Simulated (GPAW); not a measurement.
## Si K ELNES/XANES of diamond-type (Si)₁₋ₓ(Ge)ₓ at x = 0.125 from DFT

Aim: the Si K edge in diamond-type (Si)₁₋ₓ(Ge)ₓ at x = 0.125, one member of a composition series.

Main program and level: GPAW 26.7.0; X-ray absorption from dipole matrix elements to empty bands, plane-wave PAW LDA.

**1. Starting point**

The cell holds 16 atoms: 14 Si and 2 Ge. Its edges and angles: a = 7.721 Å, b = 7.721 Å, c = 7.721 Å, α = 60.0°, β = 60.0°, γ = 60.0°. 16-atom diamond-type cell, 2 of 16 Si sites taken by Ge at random, lattice constants typed for the ends and interpolated (Vegard).

**2. Relaxation**

Bond lengths around the absorber set the edge shape, so the atoms are relaxed before any spectrum.

The input, relax.py:

```python
import numpy as np
from ase import Atoms
from ase.parallel import parprint, paropen
from gpaw import GPAW, PW, FermiDirac, Mixer, MixerDif, setup_paths
from ase.optimize import BFGS

atoms = Atoms('Si4Ge2Si10',
    cell=[[0, 5.459375, 5.459375],
     [5.459375, 0, 5.459375],
     [5.459375, 5.459375, 0]],
    scaled_positions=[[0.996214, 0.998845, 0.00303],
     [0.127725, 0.125617, 0.124647],
     [0.001901, 0.001552, 0.500626],
     [0.124218, 0.123322, 0.625453],
     [0.000837, 0.497552, 0.996148],
     [0.125403, 0.623155, 0.123538],
     [0.001042, 0.501454, 0.49802],
     [0.125912, 0.62321, 0.624535],
     [0.500986, 0.999699, 0.998692],
     [0.627771, 0.126008, 0.12732],
     [0.498684, 0.00081, 0.500558],
     [0.624392, 0.126946, 0.624392],
     [0.497798, 0.499929, 0.998811],
     [0.620168, 0.62061, 0.124013],
     [0.502927, 0.498975, 0.499121],
     [0.628207, 0.623118, 0.623519]],
    pbc=True)
atoms.calc = GPAW(legacy_gpaw=True, mode=PW(400, force_complex_dtype=True), xc='LDA', setups={},
    kpts={'size': (3, 3, 3), 'gamma': True}, occupations=FermiDirac(0.08),
    charge=0, mixer=Mixer(0.1, 5, 50), maxiter=150,
    convergence={'density': 0.0001, 'eigenstates': 1e-6}, txt='relax.txt')
steps = []
opt = BFGS(atoms, logfile='-')
opt.attach(lambda: steps.append([atoms.get_potential_energy(), float(np.linalg.norm(atoms.get_forces(), axis=1).max())]))
done = opt.run(fmax=0.05, steps=30)
out = dict(done=bool(done), steps=steps, frac=atoms.get_scaled_positions().tolist())
import json
with paropen('out.json', 'w') as f:
    json.dump(out, f)
```

Launch:

```
> OMP_NUM_THREADS=1 mpirun -n 4 gpaw python relax.py
```

Numbers of over 12 decimals in the logs are rounded to 6 here.

The log of the run:

```text
Input parameters:
  convergence: {density: 0.0001,
                eigenstates: 1e-06}
  kpts: {gamma: True,
         size: (3, 3, 3)}
  maxiter: 150
  mixer: {backend: pulay,
          beta: 0.1,
          method: separate,
          nmaxold: 5,
          weight: 50}
  mode: {ecut: 400.0,
         force_complex_dtype: True,
         name: pw}
  occupations: {fixmagmom: False,
                name: fermi-dirac,
[...]
No difference between direct/indirect transitions

Forces in eV/Ang:
[...]
14 Si   -0.00202   -0.00232   -0.02438
 15 Si    0.01783   -0.00752   -0.01437
Step     Time          Energy          fmax
BFGS:    0 02:02:08      -93.152426        0.706307
BFGS:    1 02:02:19      -93.199572        0.518167
BFGS:    2 02:02:31      -93.253193        0.105729
BFGS:    3 02:02:38      -93.254242        0.080161
BFGS:    4 02:02:48      -93.255805        0.034351
[key lines of the parts left out:]
Converged after 8 iterations.
Dipole moment: (-22.917242, -21.621488, -23.303787) |e|*Ang
Free energy:    -93.255805
Fermi level: 5.44479
```

It took 65 s on 4 MPI ranks of Intel Xeon Platinum 8488C (Sapphire Rapids), shared host; peak memory 0.3 GiB; 4.3 min of CPU time.

In 4 steps the energy fell by 103 meV (energies extrapolated to zero smearing) and the largest force to 0.034 eV/Å. Atom 2 (Si; the text counts from 1, the script from 0) is among those that moved most, by 0.04 Å.

**3. The field without a hole**

A plain self-consistent run shows whether there is a gap, which decides the set-up of the core-hole run.

The input, scf.py:

```python
import numpy as np
from ase import Atoms
from ase.parallel import parprint, paropen
from gpaw import GPAW, PW, FermiDirac, Mixer, MixerDif, setup_paths
from gpaw.test import gen
setup_paths.insert(0, '.')
gen('Si', name='nch1s', xcname='LDA', corehole=(1, 0, 0), write_xml=True)
from gpaw.mpi import world
world.barrier()

atoms = Atoms('Si4Ge2Si10',
    cell=[[0, 5.459375, 5.459375],
     [5.459375, 0, 5.459375],
     [5.459375, 5.459375, 0]],
    scaled_positions=[[0.9985962, 0.003283, 0.0001803],
     [0.1282922, 0.1196844, 0.1262647],
     [0.0006353, 0.0000347, 0.4998139],
     [0.1244978, 0.1246287, 0.6265775],
     [0.997114, 0.4974421, 0.9968767],
     [0.1247986, 0.6253497, 0.1248038],
     [0.0003586, 0.4982421, 0.5026474],
     [0.1277947, 0.6264216, 0.6191217],
     [0.5019229, 0.9987139, 0.9999979],
     [0.6250409, 0.1243451, 0.1263601],
     [0.4993695, 0.9999673, 0.5013875],
     [0.6256737, 0.1248189, 0.6249683],
     [0.5025916, 0.4979403, 0.9967257],
     [0.6193012, 0.6251687, 0.1250197],
     [0.5014465, 0.4998255, 0.4985223],
     [0.6267678, 0.6249266, 0.6231474]],
    pbc=True)
atoms.calc = calc = GPAW(legacy_gpaw=True, mode=PW(400, force_complex_dtype=True), xc='LDA', setups={0: 'nch1s'},
    kpts={'size': (3, 3, 3), 'gamma': True}, occupations=FermiDirac(0.05),
    charge=0, mixer=Mixer(0.1, 5, 50), maxiter=150,
    convergence={'density': 0.0001, 'eigenstates': 1e-6}, txt='scf.txt')
energy = atoms.get_potential_energy() + calc.get_reference_energy()
ef = calc.get_fermi_level()
out = dict(energy=energy, fermi=ef, forces=atoms.get_forces().tolist())
parprint(f'all-electron energy {energy:.4f} eV, Fermi level {ef:.4f} eV')
ev = np.array([[calc.get_eigenvalues(k, s) for k in range(len(calc.get_ibz_k_points()))] for s in range(calc.get_number_of_spins())])
out['homo'], out['lumo'], out['counts'] = ev[ev < ef].max(), ev[ev > ef].min(), sorted(set((ev < ef).sum((0, 2)).tolist()))
out['filled'] = (ev[:, 0] < ef).sum(1).tolist()
import json
with paropen('out.json', 'w') as f:
    json.dump(out, f)
```

Launch:

```
> OMP_NUM_THREADS=1 mpirun -n 4 gpaw python scf.py
```

The log of the run:

```text
Input parameters:
  convergence: {density: 0.0001,
                eigenstates: 1e-06}
  kpts: {gamma: True,
         size: (3, 3, 3)}
  maxiter: 150
  mixer: {backend: pulay,
          beta: 0.1,
          method: separate,
          nmaxold: 5,
          weight: 50}
  mode: {ecut: 400.0,
         force_complex_dtype: True,
         name: pw}
  occupations: {fixmagmom: False,
                name: fermi-dirac,
                width: 0.05}
  setups: {0: nch1s}

Initialize ...

[... PAW data sets ...]

Reference energy: -224057.619999  # eV

Spin-paired calculation

[... convergence settings ...]
Symmetries present (total): 1
  [... symmetry matrices ...]

27 k-points: 3 x 3 x 3 Monkhorst-Pack grid
14 k-points in the irreducible part of the Brillouin zone
       k-points in crystal coordinates                weights
   0:     0.00000000    0.00000000    0.00000000          1/27
   1:     0.00000000    0.00000000    0.33333333          2/27
   2:     0.00000000    0.33333333   -0.33333333          2/27
   3:     0.00000000    0.33333333    0.00000000          2/27
   4:     0.00000000    0.33333333    0.33333333          2/27
   5:     0.33333333   -0.33333333   -0.33333333          2/27
   6:     0.33333333   -0.33333333    0.00000000          2/27
   7:     0.33333333   -0.33333333    0.33333333          2/27
   8:     0.33333333    0.00000000   -0.33333333          2/27
   9:     0.33333333    0.00000000    0.00000000          2/27
          ...
  13:     0.33333333    0.33333333    0.33333333          2/27

Wave functions: Plane wave expansion
  Cutoff energy: 400.000 eV
  Number of coefficients (min, max): 5888, 5961
  Pulay-stress correction: 0.000000 eV/Ang^3 (de/decut=0.000000)
  Using FFTW library
  Wavefunction extrapolation:
    Improved wavefunction reuse through dual PAW basis

Occupation numbers: Fermi-Dirac:
  width: 0.0500  # eV

Eigensolver
   Davidson(niter=2)

Densities:
  Coarse grid: 36*36*36 grid
  Fine grid: 72*72*72 grid
  Total Charge: 0.000000

Density mixing:
  Method: separate
  Backend: pulay
  Linear mixing parameter: 0.1
  old densities: 5
  Width of damping distribution: 1.1
  Damping of long wavelength oscillations: 50

[... Hamiltonian set-up ...]
Number of atoms: 16
Number of atomic orbitals: 64
Number of bands in calculation: 43
Number of valence electrons: 64
Bands to converge: occupied

... initialized

Initializing position-dependent things.

Density initialized from atomic densities
Creating initial wave functions:
  43 bands from LCAO basis set

                                 Ge
                                      Si

                              Si
                           Si
                   Si          Si
          Si           Si
                     Si

            Si            Si
                 Ge
                     Si
                   Si

          Si
               Si

Atomic positions and initial magnetic moments

Positions:
   0 Si     0.018907    5.452695    5.469634    ( 0.0000,  0.0000,  0.0000)
   1 Si     1.342728    1.389722    1.353797    ( 0.0000,  0.0000,  0.0000)
   2 Si     2.728861    2.732140    0.003658    ( 0.0000,  0.0000,  0.0000)
   3 Si     4.101116    4.100402    1.360075    ( 0.0000,  0.0000,  0.0000)
   4 Ge     8.158047   10.885943    8.159342    ( 0.0000,  0.0000,  0.0000)
   5 Ge     4.095369    1.362673    4.095341    ( 0.0000,  0.0000,  0.0000)
   6 Si     5.464231    2.746098    2.722048    ( 0.0000,  0.0000,  0.0000)
[...]
13 Si     4.095560    4.063527    6.794028    ( 0.0000,  0.0000,  0.0000)
  14 Si     5.450355    5.459205    5.466319    ( 0.0000,  0.0000,  0.0000)
  15 Si     6.813704    6.823756    6.833469    ( 0.0000,  0.0000,  0.0000)

Unit cell:
           periodic     x           y           z      points  spacing
  1. axis:    yes    0.000000    5.459375    5.459375    36     0.1751
  2. axis:    yes    5.459375    0.000000    5.459375    36     0.1751
  3. axis:    yes    5.459375    5.459375    0.000000    36     0.1751

  Lengths:   7.720722   7.720722   7.720722
  Angles:   60.000000  60.000000  60.000000

Effective grid spacing dv^(1/3) = 0.1911

iter:   1   -94.539670
iter:   2   -94.335891   -1.88  -0.81
iter:   3   -94.668334   -1.23  -0.84
iter:   4   -93.653420   -2.72  -0.98
iter:   5   -93.701790   -3.85  -1.27
iter:   6   -93.304818   -2.47  -1.26
iter:   7   -93.262016   -3.30  -1.68
iter:   8   -93.262431   -3.11  -2.08
iter:   9   -93.253104c  -4.05  -2.15
iter:  10   -93.253110c  -5.30  -3.26
iter:  11   -93.253100c  -6.55c -3.39
iter:  12   -93.253096c  -7.07c -3.48
iter:  13   -93.253126c  -6.06c -3.62
iter:  14   -93.253099c  -6.49c -3.60
iter:  15   -93.253097c  -7.15c -3.89
iter:  16   -93.253096c  -7.51c -4.06c

Converged after 16 iterations.

Dipole moment: (-22.912408, -21.617145, -23.298991) |e|*Ang

Energy contributions relative to reference atoms: (reference = -224057.619999)

Kinetic:       +136.511528
Potential:     -120.563259
External:        +0.000000
XC:            -109.067311
Entropy (-ST):   -0.001348
Local:           -0.133381
SIC:             +0.000000
--------------------------
Free energy:    -93.253770
Extrapolated:   -93.253096

Showing only first 2 kpts
 Kpt  Band  Eigenvalues  Occupancy
  0    30      5.22637    1.97830
  0    31      5.22921    1.97705
  0    32      5.64427    0.04187
  0    33      5.69213    0.01629

  1    30      4.77435    2.00000
  1    31      4.78183    2.00000
  1    32      6.10156    0.00000
  1    33      6.17417    0.00000

Fermi level: 5.45201

Gap: 0.415 eV
Transition (v -> c):
  (s=0, k=0, n=31, [0.00, 0.00, 0.00]) -> (s=0, k=0, n=32, [0.00, 0.00, 0.00])
No difference between direct/indirect transitions

Forces in eV/Ang:
  0 Si   -0.01816   -0.00972    0.00048
  1 Si    0.00361   -0.01497   -0.01176
  2 Si    0.00159    0.00368   -0.00548
  3 Si   -0.01654   -0.00634    0.00917
  4 Ge    0.00566    0.01918    0.01440
  5 Ge    0.01329    0.01463    0.01696
  6 Si    0.00333   -0.01086   -0.01868
[...]
13 Si    0.00895    0.01851    0.02516
 14 Si   -0.00202   -0.00317   -0.02231
 15 Si    0.01698   -0.00762   -0.01182
Scalar-relativistic atomic LDA calculation for Si (Silicon, Z=14)
Core hole in 1s state (1s occupation: 2.0)
450 radial gridpoints.
|------------------------------------------------|
|------------------------------------------------|
[... the atom generator's iteration count ...]

Energy contributions:
-------------------------
Kinetic:     +289.200818
XC:           -19.595459
Potential:   -558.407745
-------------------------
Total:       -288.802385

state      eigenvalue         ekin         rmax
-----------------------------------------------
1s^2.0 :   -65.348349    92.179850        0.073
2s^2.0 :    -5.098251    13.047377        0.456
2p^6.0 :    -3.513548    12.237934        0.387
3s^2.0 :    -0.399754     1.628943        1.773
3p^2.0 :    -0.152955     1.030438        2.146
-----------------------------------------------
(units: Bohr and Hartree)

Generating PAW setup
Kinetic energy of the core from tauc = 284.492433
Cutoffs:
rc(s)=2.000
rc(p)=2.000
rc(d)=2.000
rc(vbar)=1.800
rc(comp)=2.000
rc(nct)=2.000

Kinetic energy of the core states: 283.882055
Charge: 0.0
Core electrons: 10.0
Valence electrons: 4.0
Pseudo-core charge: 0.185992
Shape function alpha=2.500
Pseudo-electron charge 4.425116
state    eigenvalue         norm
--------------------------------
3s(2) :    -0.399754     1.114161
*s    :     0.600246
3p(2) :    -0.152955     1.005401
*p    :     0.847045
*d    :     0.000000
--------------------------------

Diagonalizing with gridspacing h=0.050

state   all-electron     PAW
-------------------------------
3s:      -0.399754    -0.399911
3p:      -0.152955    -0.153089
*d:                    0.032715
*f:                    0.069217
-------------------------------
all-electron energy -224150.8731 eV, Fermi level 5.4520 eV
```

It took 24 s on 4 MPI ranks; peak memory 0.3 GiB.

The mesh shows a gap of 0.42 eV. The excited electron is kept all the same, so that all members of the series, with or without a gap, are treated alike.

**4. Cell without a hole, the energy reference**

The photon energy needs a difference of total energies, so the cell and mesh of the coming hole run are first run without a hole.

scf.py, as its differences from that of step 3:

```diff
@@ -32,3 +32,3 @@
 atoms.calc = calc = GPAW(legacy_gpaw=True, mode=PW(400, force_complex_dtype=True), xc='LDA', setups={0: 'nch1s'},
-    kpts={'size': (3, 3, 3), 'gamma': True}, occupations=FermiDirac(0.05),
+    kpts={'size': (3, 3, 3), 'gamma': True}, occupations=FermiDirac(0.02),
     charge=0, mixer=Mixer(0.1, 5, 50), maxiter=150,
```

The log of the run:

```text
Input parameters:
  convergence: {density: 0.0001,
                eigenstates: 1e-06}
  kpts: {gamma: True,
         size: (3, 3, 3)}
  maxiter: 150
  mixer: {backend: pulay,
          beta: 0.1,
          method: separate,
          nmaxold: 5,
          weight: 50}
  mode: {ecut: 400.0,
         force_complex_dtype: True,
         name: pw}
  occupations: {fixmagmom: False,
                name: fermi-dirac,
[...]
3s(2) :    -0.399754     1.114161
*s    :     0.600246
3p(2) :    -0.152955     1.005401
*p    :     0.847045
*d    :     0.000000
--------------------------------

Diagonalizing with gridspacing h=0.050

state   all-electron     PAW
-------------------------------
3s:      -0.399754    -0.399911
3p:      -0.152955    -0.153089
*d:                    0.032715
*f:                    0.069217
-------------------------------
all-electron energy -224150.8735 eV, Fermi level 5.4456 eV
[key lines of the parts left out:]
Converged after 16 iterations.
Dipole moment: (-22.912691, -21.617488, -23.299272) |e|*Ang
Free energy:    -93.253525
Fermi level: 5.44564
```

Wall time 23 s (4 MPI ranks); peak memory 0.29 GiB.

Reference energy: -224150.873 eV with the cores included.

(Continued in part 2 of 3.)

[Banner, clock and machine lines of the logs are left out without a mark of their own.]

[Logs are printed without paths, hosts, clocks, repeated set-up lines and the standing remarks that a program may print on its own settings, such as how far it seeks lower states.]

[Hosts, paths, dates, database ids (printed as entryN), source tags and the programs' standing remarks are cut or masked in the printed files.]

[Lists of maxima count a maximum above −3 eV only where it reaches 4 % of the highest in the window and stands out from its surroundings by 2 % of it (1.5 % where it reaches 55 %); shoulders and weaker maxima are passed over, and of the rest the first, up to two pre-edge ones and the few strongest are named.]
